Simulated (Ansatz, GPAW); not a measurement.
# Screening of a field by a 4-layer slab of Pb(100)

Aim: the dipole that a field along the normal induces in a 4-layer slab of Pb(100).

Calculated with GPAW 26.7.0 and Ansatz 0.2.0; Ansatz plane waves; slab in vacuum with a dipole correction, relaxation, in the first sound run; inputs show where later runs differ.

### 1. The structure

The cell holds 4 atoms: 4 Pb. Its edges and angles: a = 3.500 Å, b = 3.500 Å, c = 23.425 Å, α = 90.0°, β = 90.0°, γ = 90.0°. Vacuum lies along c.

### 2. Relaxation

The atoms are relaxed first, since the surface dipole, and with it the work function, follows the positions of the outer layers. The lowest 2 atoms are held at bulk positions and keep their forces.

Contents of input.yaml:

```yaml
crystal:
  lattice:
    - [3.5001785669, 0.0, 0.0]
    - [0.0, 3.5001785669, 0.0]
    - [0.0, 0.0, 23.425]
  atoms:
    - { symbol: Pb, position: [0.5, 0.5, 0.3415154749] }
    - { symbol: Pb, position: [0.0, 0.0, 0.447171825] }
    - { symbol: Pb, position: [0.5, 0.5, 0.552828175] }
    - { symbol: Pb, position: [0.0, 0.0, 0.6584845251] }
kpoints:
  mp_grid: { grid: [9, 9, 1] }
hamiltonian:
  xc: pbe
scf:
  occupations: { method: fermi_dirac, width: 0.1 }
efield:
  axis: 3
  dipole_correction: true
  ramp_width: 0.05
relax:
  f_tol: 0.02
  max_steps: 60
  constraints: [{ sites: [0, 1] }]
output:
  write_potential: true
  write_density: true
  volumetric_format: npy
```

Started as:

```bash
ansatz run input.yaml --threads 2 --pin off --max-ram 4096MiB --backend cpu --events-out ev --progress --plain --runs-dir out
```

Numbers of over 12 decimals in the logs are rounded to 6 here.

The program printed:

```text
Engine: ansatz 0.2.0, x86_64-unknown-linux-gnu
Pseudopotentials: kind: paw
Pseudopotential: Pb, paw, valence charge 14, recommended cutoff 420 eV (normal), Pb.paw.azcp
Functional definition: PBE
  parameter kappa = 0.804
  parameter beta = 0.066725
  exchange = pbe_x(kappa = kappa, mu = beta*pi^2/3)
  correlation = pbe_c(beta = beta)
Crystal: 4 atoms, lattice volume = 286.986 Å³
Basis set: ecut = 420 eV, 5587 PW (Γ), exchange–correlation on 48×48×320 points (8 copies of the dense FFT grid, shifted against one another)
Bands: 34, of which v1, the nominal top of the filled ones, is band 28 counted from 1 (27 counted from 0)
Symmetry: 8 space group operations
k-points: 15 of 81
Non-local potential: Pb, projectors of the file, l = 0: 2, l = 1: 2, l = 2: 2, l = 3: 2
PAW form: soft (Blöchl's): semilocal exchange-correlation on the pseudo side does not see the compensation charge
PAW one-centre angular grid: Pb, 590 points (default); XC on 64 Gauss nodes
Initial density: superposition of atomic densities (neutral atoms: chi_scale 0, normalization atom), corrected by the library's trained network
Initial wavefunctions: pseudopotential atomic-orbital guess
Functional: x = pbe(κ = 0.804, μ = 0.219515), c = pbe(β = 0.066725)
SCF iter   1: F=—  HF=-47625.217898 eV  |F-HF|=—  |Δ(HF+E_count)|=         —  Δρ=1.21e-3  dr2=1.35e-2  ethr=1.77e-3  p=-0.000 e·Å  D=-5.05e-15 V/Å  ΔV_dip=0.00 eV  dr2_dipole=7.21e-7  V_vac-E_F(+/−)=3.52/3.52 eV  ⟨swp⟩=7.5  Hψ=2296  notcnv=0
efield: sawtooth ramp at fractional position 0.9750 (placed from the atoms, in the widest stretch of the axis that holds none; the zero of the levels goes with the place), width 0.0500; the density the first Hamiltonian is built on has a dipole p = -0.000 e·Å; the dipole correction subtracts the counter field D = -5.05e-15 V/Å, which shifts the + side's vacuum level by +0.00 eV against the − side's; the planar-averaged density in the ramp window peaks in size at 1.3e-5 e/Å³
preconditioner: auto → LDOS  [insulator: Δε(μ)=0.349 eV  Ē_g=15.809 eV  σ=0.100 eV  W_gap=0.58  n_scr=42 (ndim 8)  ℏωp=16.4 eV  f_vac=0.515  D(μ)=1.53/eV (n_scr^D=6)  ε∞_Penn≈2.1  β→1.0]
SCF iter   2: F=—  HF=-47625.217512 eV  |F-HF|=—  |Δ(HF+E_count)|=   3.86e-4  Δρ=4.82e-4  dr2=3.78e-3  ethr=2.41e-5  p=0.000 e·Å  D=6.88e-5 V/Å  ΔV_dip=-0.00 eV  dr2_dipole=2.94e-6  V_vac-E_F(+/−)=3.75/3.75 eV  ⟨swp⟩=3.1  Hψ=1133  notcnv=0  defer=1
SCF iter   3: F=—  HF=-47625.217328 eV  |F-HF|=—  |Δ(HF+E_count)|=   1.84e-4  Δρ=2.67e-4  dr2=6.14e-4  ethr=6.74e-6  p=-0.000 e·Å  D=-2.27e-5 V/Å  ΔV_dip=0.00 eV  dr2_dipole=4.65e-7  V_vac-E_F(+/−)=3.71/3.71 eV  ⟨swp⟩=2.3  Hψ=890  notcnv=0  defer=1
SCF iter   4: F=—  HF=-47625.217251 eV  |F-HF|=—  |Δ(HF+E_count)|=   7.61e-5  Δρ=4.56e-5  dr2=1.53e-5  ethr=1.10e-6  p=-0.000 e·Å  D=-3.76e-6 V/Å  ΔV_dip=0.00 eV  dr2_dipole=1.33e-8  V_vac-E_F(+/−)=3.72/3.72 eV  ⟨swp⟩=2.1  Hψ=883  notcnv=0  defer=1
iter 5 did not close the SCF: its close was put off for the readings that it lacked (scf_convergence_deferred on its scf_iter line)
SCF iter   5: F=-47625.217252 eV  HF=-47625.217252 eV  |F-HF|=2.01e-7  |Δ(HF+E_count)|=   4.12e-7  Δρ=1.45e-5  dr2=1.04e-6  ethr=2.74e-8  p=-0.000 e·Å  D=-9.86e-8 V/Å  ΔV_dip=0.00 eV  dr2_dipole=2.01e-10  V_vac-E_F(+/−)=3.72/3.72 eV  ⟨swp⟩=2.8  Hψ=936  notcnv=0  defer=1
SCF iter   6: F=-47625.217252 eV  HF=-47625.217252 eV  |F-HF|=2.18e-8  |Δ(HF+E_count)|=   1.41e-7  Δρ=3.15e-6  dr2=5.91e-8  ethr=1.86e-9  p=-0.000 e·Å  D=-4.16e-7 V/Å  ΔV_dip=0.00 eV  dr2_dipole=3.58e-10  V_vac-E_F(+/−)=3.73/3.73 eV  ⟨swp⟩=8.6  Hψ=4307  notcnv=0
SCF 1 converged in 6 iterations: F = -47625.217252 eV  dr2 = 5.91e-8
  greatest PAW one-centre occupation: 0.978 electrons in one spin orbital (limit 2), on the Pb atom at site 3 (counted from 0), in its partial waves of l = 2
relax step   1: F+E_penalty+E_count = -47625.21725203 eV  Δ(F+E_penalty+E_count) = +0.000e0 eV  max|allowed force component| = 4.716e-1 eV/Å  Δτ_max = 0.0000 Å  (6 SCF iters, dr2 threshold 1.00e-5 eV, accepted)
Initial density: handed on by an earlier stage of this run
Initial wavefunctions: those handed on with the density
iter 1 solved again at ethr=6.13e-5 eV; its pass at ethr=3.10e-3 eV (dr2=3.44e-2 eV) is discarded
SCF iter   1: F=—  HF=-47625.261346 eV  |F-HF|=—  |Δ(HF+E_count)|=         —  Δρ=1.55e-3  dr2=3.50e-2  ethr=6.13e-5  p=-0.000 e·Å  D=-7.38e-7 V/Å  ΔV_dip=0.00 eV  dr2_dipole=9.50e-3  V_vac-E_F(+/−)=3.73/3.73 eV  ⟨swp⟩=1.1  Hψ=2276  notcnv=0
efield: sawtooth ramp at fractional position 0.9750 (handed on by an earlier solve), width 0.0500; the density the first Hamiltonian is built on has a dipole p = -0.000 e·Å; the dipole correction subtracts the counter field D = -7.38e-7 V/Å, which shifts the + side's vacuum level by +0.00 eV against the − side's; the planar-averaged density in the ramp window peaks in size at 7.9e-7 e/Å³
preconditioner: auto → LDOS  [insulator: Δε(μ)=0.335 eV  Ē_g=15.804 eV  σ=0.100 eV  W_gap=0.66  n_scr=42 (ndim 8)  ℏωp=16.4 eV  f_vac=0.510  D(μ)=1.60/eV (n_scr^D=6)  ε∞_Penn≈2.1  β→1.0]
SCF iter   2: F=—  HF=-47625.259381 eV  |F-HF|=—  |Δ(HF+E_count)|=   1.96e-3  Δρ=4.61e-4  dr2=4.17e-3  ethr=6.13e-5  p=-0.003 e·Å  D=-1.98e-3 V/Å  ΔV_dip=0.05 eV  dr2_dipole=3.12e-4  V_vac-E_F(+/−)=3.79/3.74 eV  ⟨swp⟩=1.7  Hψ=541  notcnv=0
SCF iter   3: F=—  HF=-47625.259014 eV  |F-HF|=—  |Δ(HF+E_count)|=   3.66e-4  Δρ=1.85e-4  dr2=4.35e-4  ethr=7.45e-6  p=-0.001 e·Å  D=-5.37e-4 V/Å  ΔV_dip=0.01 eV  dr2_dipole=1.22e-6  V_vac-E_F(+/−)=3.73/3.72 eV  ⟨swp⟩=2.7  Hψ=969  notcnv=0  defer=1
SCF iter   4: F=—  HF=-47625.258978 eV  |F-HF|=—  |Δ(HF+E_count)|=   3.68e-5  Δρ=5.13e-5  dr2=1.83e-5  ethr=7.77e-7  p=-0.001 e·Å  D=-4.13e-4 V/Å  ΔV_dip=0.01 eV  dr2_dipole=3.62e-6  V_vac-E_F(+/−)=3.73/3.72 eV  ⟨swp⟩=2.4  Hψ=897  notcnv=0  defer=1
SCF iter   5: F=-47625.258977 eV  HF=-47625.258977 eV  |F-HF|=1.56e-7  |Δ(HF+E_count)|=   8.34e-7  Δρ=1.05e-5  dr2=3.84e-7  ethr=2.48e-8  p=-0.001 e·Å  D=-4.11e-4 V/Å  ΔV_dip=0.01 eV  dr2_dipole=5.27e-8  V_vac-E_F(+/−)=3.73/3.72 eV  ⟨swp⟩=12.0  Hψ=4900  notcnv=0
SCF 2 converged in 5 iterations: F = -47625.258977 eV  dr2 = 3.84e-7
  greatest PAW one-centre occupation: 0.978 electrons in one spin orbital (limit 2), on the Pb atom at site 0 (counted from 0), in its partial waves of l = 2
relax step   2: F+E_penalty+E_count = -47625.25897688 eV  Δ(F+E_penalty+E_count) = -4.172e-2 eV  max|allowed force component| = 8.553e-2 eV/Å  Δτ_max = 0.1942 Å  (5 SCF iters, dr2 threshold 1.39e-5 eV, accepted)
SCF iter   1: F=—  HF=-47625.260691 eV  |F-HF|=—  |Δ(HF+E_count)|=         —  Δρ=3.38e-4  dr2=1.57e-3  ethr=2.66e-5  p=-0.001 e·Å  D=-4.11e-4 V/Å  ΔV_dip=0.01 eV  dr2_dipole=4.02e-4  V_vac-E_F(+/−)=3.74/3.73 eV  ⟨swp⟩=4.2  Hψ=1420  notcnv=0  defer=1
efield: sawtooth ramp at fractional position 0.9750 (handed on by an earlier solve), width 0.0500; the density the first Hamiltonian is built on has a dipole p = -0.001 e·Å; the dipole correction subtracts the counter field D = -4.11e-4 V/Å, which shifts the + side's vacuum level by +0.01 eV against the − side's; the planar-averaged density in the ramp window peaks in size at 7.3e-7 e/Å³
preconditioner: auto → LDOS  [insulator: Δε(μ)=0.300 eV  Ē_g=15.803 eV  σ=0.100 eV  W_gap=0.63  n_scr=42 (ndim 8)  ℏωp=16.4 eV  f_vac=0.510  D(μ)=1.65/eV (n_scr^D=6)  ε∞_Penn≈2.1  β→1.0]
SCF iter   2: F=—  HF=-47625.260597 eV  |F-HF|=—  |Δ(HF+E_count)|=   9.38e-5  Δρ=9.43e-5  dr2=1.98e-4  ethr=2.80e-6  p=-0.001 e·Å  D=-8.79e-4 V/Å  ΔV_dip=0.02 eV  dr2_dipole=4.12e-8  V_vac-E_F(+/−)=3.75/3.73 eV  ⟨swp⟩=1.0  Hψ=630  notcnv=0  defer=1
SCF iter   3: F=—  HF=-47625.260596 eV  |F-HF|=—  |Δ(HF+E_count)|=   1.78e-6  Δρ=4.29e-5  dr2=2.58e-5  ethr=3.53e-7  p=-0.001 e·Å  D=-6.72e-4 V/Å  ΔV_dip=0.02 eV  dr2_dipole=5.72e-7  V_vac-E_F(+/−)=3.74/3.72 eV  ⟨swp⟩=2.8  Hψ=916  notcnv=0  defer=1
SCF iter   4: F=—  HF=-47625.260594 eV  |F-HF|=—  |Δ(HF+E_count)|=   1.97e-6  Δρ=1.07e-5  dr2=5.99e-7  ethr=4.60e-8  p=-0.001 e·Å  D=-6.02e-4 V/Å  ΔV_dip=0.01 eV  dr2_dipole=1.07e-7  V_vac-E_F(+/−)=3.74/3.73 eV  ⟨swp⟩=2.6  Hψ=932  notcnv=0  defer=1
SCF iter   5: F=-47625.260594 eV  HF=-47625.260594 eV  |F-HF|=4.40e-9  |Δ(HF+E_count)|=   2.09e-8  Δρ=2.60e-6  dr2=3.27e-8  ethr=8.16e-10  p=-0.001 e·Å  D=-6.00e-4 V/Å  ΔV_dip=0.01 eV  dr2_dipole=1.70e-9  V_vac-E_F(+/−)=3.74/3.73 eV  ⟨swp⟩=10.9  Hψ=3887  notcnv=0
SCF 3 converged in 5 iterations: F = -47625.260594 eV  dr2 = 3.27e-8
relax step   3: F+E_penalty+E_count = -47625.26059364 eV  Δ(F+E_penalty+E_count) = -1.617e-3 eV  max|allowed force component| = 7.849e-3 eV/Å  Δτ_max = 0.0411 Å  (5 SCF iters, dr2 threshold 4.57e-7 eV, accepted)
iter 1 solved again at ethr=5.91e-11 eV; its pass at ethr=3.10e-3 eV (dr2=3.31e-8 eV) is discarded
SCF iter   1: F=—  HF=-47625.260613 eV  |F-HF|=—  |Δ(HF+E_count)|=         —  Δρ=2.64e-6  dr2=3.33e-8  ethr=5.91e-11  p=-0.001 e·Å  D=-6.00e-4 V/Å  ΔV_dip=0.01 eV  dr2_dipole=1.75e-9  V_vac-E_F(+/−)=3.74/3.73 eV  ⟨swp⟩=1.0  Hψ=1392  notcnv=0  defer=1
efield: sawtooth ramp at fractional position 0.9750 (handed on by an earlier solve), width 0.0500; the density the first Hamiltonian is built on has a dipole p = -0.001 e·Å; the dipole correction subtracts the counter field D = -6.00e-4 V/Å, which shifts the + side's vacuum level by +0.01 eV against the − side's; the planar-averaged density in the ramp window peaks in size at 7.2e-7 e/Å³
preconditioner: auto → LDOS  [insulator: Δε(μ)=0.301 eV  Ē_g=15.803 eV  σ=0.100 eV  W_gap=0.63  n_scr=42 (ndim 8)  ℏωp=16.4 eV  f_vac=0.510  D(μ)=1.65/eV (n_scr^D=6)  ε∞_Penn≈2.1  β→1.0]
SCF iter   2: F=-47625.260594 eV  HF=-47625.260594 eV  |F-HF|=2.47e-8  |Δ(HF+E_count)|=   1.94e-5  Δρ=1.51e-6  dr2=2.82e-8  ethr=5.91e-11  p=-0.001 e·Å  D=-5.99e-4 V/Å  ΔV_dip=0.01 eV  dr2_dipole=1.77e-9  V_vac-E_F(+/−)=3.74/3.73 eV  ⟨swp⟩=9.5  Hψ=3595  notcnv=0
SCF 4 converged in 2 iterations: F = -47625.260594 eV  dr2 = 2.82e-8
relax step   4: F+E_penalty+E_count = -47625.26059364 eV  Δ(F+E_penalty+E_count) = +4.671e-9 eV  max|allowed force component| = 7.851e-3 eV/Å  Δτ_max = 0.0000 Å  (2 SCF iters, accepted)
NSCF: frozen V_eff on 15 k-points
the band table was solved once a step of the walk had ended and its energy, with any forces and stress, was formed, with the checks that follow a solve (2542 applications of the Hamiltonian). They found nothing against the state; the energy, forces and stress were not computed again (output.eigenvalues in the input reference)
WARN: The output density's exchange-correlation potential varies sharply where the density is thin. Do not read a vacuum level from v_tot or v_xc, or from such a field of the output density. On a cell that repeats whose density bears no net charge and no dipole along the vacuum's axis use v_es (v_loc + v_h of the components); under efield.dipole_correction with no amplitude use v_es + v_field, which holds any externa [...]
SCF converged after 2 iterations
Free energy (F): -47625.260594 eV
Harris-Foulkes:  -47625.260594 eV  (|F-HF|=2.47e-8)
Internal energy: -47625.203043 eV  (E = F + TS)
E sigma→0 (E₀):  -47625.231818 eV
Entropy (-TS):   -0.057550 eV (-14.388 meV/atom)
Fermi energy:    2.538353 eV
Dipole field:    D = -0.000552 V/Å  (p = -0.000875 e·Å, saw-weighted, corrected)
Work function:   Φ+ = 3.7399 eV   Φ− = 3.7270 eV
Levels:          The Fermi level and band energies are counted from a zero that moves with the ramp; work functions are not
--- Per-component energies (eV) ---
  E_band       = -621.598187
  E_kinetic    = 1152.854321
  E_local      = -34194.369402  (includes V_loc(G=0)·N_el)
  E_nonlocal   = 1398.065012
  E_hartree    = 16444.091219
  E_xc         = -881.201776
  E_vxc        = -527.329679  (∫ρ·V_xc dr)
  E_paw        = -41622.232372  (= ΣΔE_a)
  E_vpaw       = -1338.982221  (= ΣTr[D̂ρ^β])
  E_aug_tail   = 0.000191  (compensation charges beyond the density's cutoff)
  E_efield     = 0.000000  (sawtooth field / dipole correction)
  E_vefield    = 0.002755  (∫n·V_field dr)
  E_ewald      = 10077.589763
  E_smearing   = -0.057550  (= −TS)
  E_closure    = -0.000000  (closes the sum)
  Σ components = -47625.260594   (vs F -47625.260594, Δ=0.00e0)
--- Forces (eV/Å), atoms counted from 1 ---
  atom   1  Pb    -0.00000000     0.00000000     0.18042861
  atom   2  Pb     0.00000000     0.00000000    -0.19421965
  atom   3  Pb    -0.00000000     0.00000000     0.00594161
  atom   4  Pb    -0.00000000     0.00000000     0.00785052
  max |Σ_I F_I| component: 1.08e-6 eV/Å
--- Band table (eV; the first three rows and the last of 15) ---
  k-point 0: bands = [... 24 lower, -0.0855, 1.8302, 4.2024, 5.0098, 5.0098, 5.7773, 5.7892, 5.7892, ... 2 higher]
  k-point 1: bands = [... 24 lower, 0.0724, 1.7837, 3.4350, 3.8671, 5.1887, 5.2343, 5.3779, 5.9533, ... 2 higher]
  k-point 2: bands = [... 24 lower, 0.4185, 1.0145, 1.7223, 2.6581, 3.8364, 4.8057, 5.5453, 5.7092, ... 2 higher]
  k-point 14: bands = [... 24 lower, -0.2201, 0.1136, 0.5540, 0.6275, 1.8043, 2.3572, 2.9502, 3.6841, ... 2 higher]
--- Relaxed structure (4 steps of the walk, 4 accepted, 0 SCFs on fresh bases) ---
  F+E_penalty+E_count = -47625.26059364 eV   max|allowed force component| = 7.851e-3 eV/Å
  atoms:
    - { symbol: Pb, position: [0.500000, 0.500000, 0.341515] }
    - { symbol: Pb, position: [0.0, 0.0, 0.447172] }
    - { symbol: Pb, position: [0.500000, 0.500000, 0.562877] }
    - { symbol: Pb, position: [0, 0.0, 0.663656] }
```

It took 10 s on 2 threads of Intel Xeon 6975P-C (Granite Rapids), shared host; peak memory 0.56 GiB.

The steps of the relaxation:

| step | energy less that of the first step (eV) | largest force component (eV/Å) |
| --- | --- | --- |
| 1 | 0.0000 | 0.4716 |
| 2 | -0.0417 | 0.0855 |
| 3 | -0.0433 | 0.0078 |
| 4 | -0.0433 | 0.0079 |

Forces are held to the 8 operations that the run works with; a distortion that breaks them can't arise in this run.

The atoms that moved most (Å):

| atom | dx | dy | dz | length |
| --- | --- | --- | --- | --- |
| Pb3 | 0.000 | 0.000 | 0.235 | 0.235 |
| Pb4 | 0.000 | 0.000 | 0.121 | 0.121 |

The relaxed structure:

```xyz
4
Lattice="3.5002 0.0000 0.0000 0.0000 3.5002 0.0000 0.0000 0.0000 23.4250" Properties=species:S:1:pos:R:3
Pb    1.7501    1.7501    8.0000
Pb    0.0000    0.0000   10.4750
Pb    1.7501    1.7501   13.1854
Pb    0.0000    0.0000   15.5461
```

This step gave:

```yaml
free_energy: -47625.2606 eV
smearing_term_ts: 0.05755 eV
symmetry_operations: 8
upper_work_function: 3.740 eV
lower_work_function: 3.727 eV
dipole_along_the_normal: -8.75e-4 e·Å
dipole_field: -5.52e-4 V/Å
vacuum_level_above: 6.278 eV
vacuum_level_below: 6.265 eV
```

The electrostatic potential energy of an electron (with the applied field's), less the Fermi level, planar mean oscillates, so the rows of the table below give means over windows of 1 Å about each position, cut where the curve ends. Its maxima inside the range that stand out by 2 % of the span (Å: eV): 9.2: -0.0948, 11.9: 0.817, 14.3: -0.689. Its minima: 8.1: -9.87, 10.5: -9.88, 13.2: -9.90, 15.5: -9.89.

The electrostatic potential energy of an electron (with the applied field's), less the Fermi level, planar mean by z; means over each step:

| z (Å) | electrostatic potential energy of an electron (with the applied field's), less the Fermi level, planar mean (eV) |
| --- | --- |
| 0 | 3.73 |
| 1 | 3.73 |
| 2 | 3.73 |
| 3 | 3.73 |
| 4 | 3.72 |
| 5 | 3.68 |
| 6 | 3.28 |
| 7 | -1.22 |
| 8 | -9.19 |
| 9 | -2.44 |
| 10 | -7.01 |
| 11 | -6.46 |
| 12 | -0.668 |
| 13 | -8.82 |
| 14 | -4.17 |
| 15 | -6.55 |
| 16 | -6.95 |
| 17 | 2.11 |
| 18 | 3.59 |
| 19 | 3.73 |
| 20 | 3.74 |
| 21 | 3.74 |
| 22 | 3.74 |
| 23 | 3.74 |

The valence density, planar mean oscillates, so the rows of the table below give means over windows of 2.49 Å about each position, cut where the curve ends. Its maxima inside the range that stand out by 2 % of the span (Å: e/Å³): 8.1: 0.933, 10.5: 0.928, 13.2: 0.941, 15.5: 0.939. Its minima: 9.2: 0.144, 11.9: 0.107, 14.3: 0.165.

Valence density, planar mean against z; means over each step:

| z (Å) | valence density, planar mean (e/Å³) |
| --- | --- |
| 1.25 | 0 |
| 3.74 | 1.7e-4 |
| 6.23 | 0.0708 |
| 8.71 | 0.460 |
| 11.21 | 0.426 |
| 13.70 | 0.475 |
| 16.19 | 0.401 |
| 18.68 | 0.00237 |
| 21.17 | 7.5e-6 |

The relaxation lowered the energy of the cell by 0.0433 eV.

[end of part 1 of 3]

[Logs are printed without paths, hosts, clocks, repeated set-up lines and the standing remarks that a program may print on its own settings, such as how far it seeks lower states.]

[Hosts, paths, dates, database ids (printed as entryN), source tags and the programs' standing remarks are cut or masked in the printed files.]
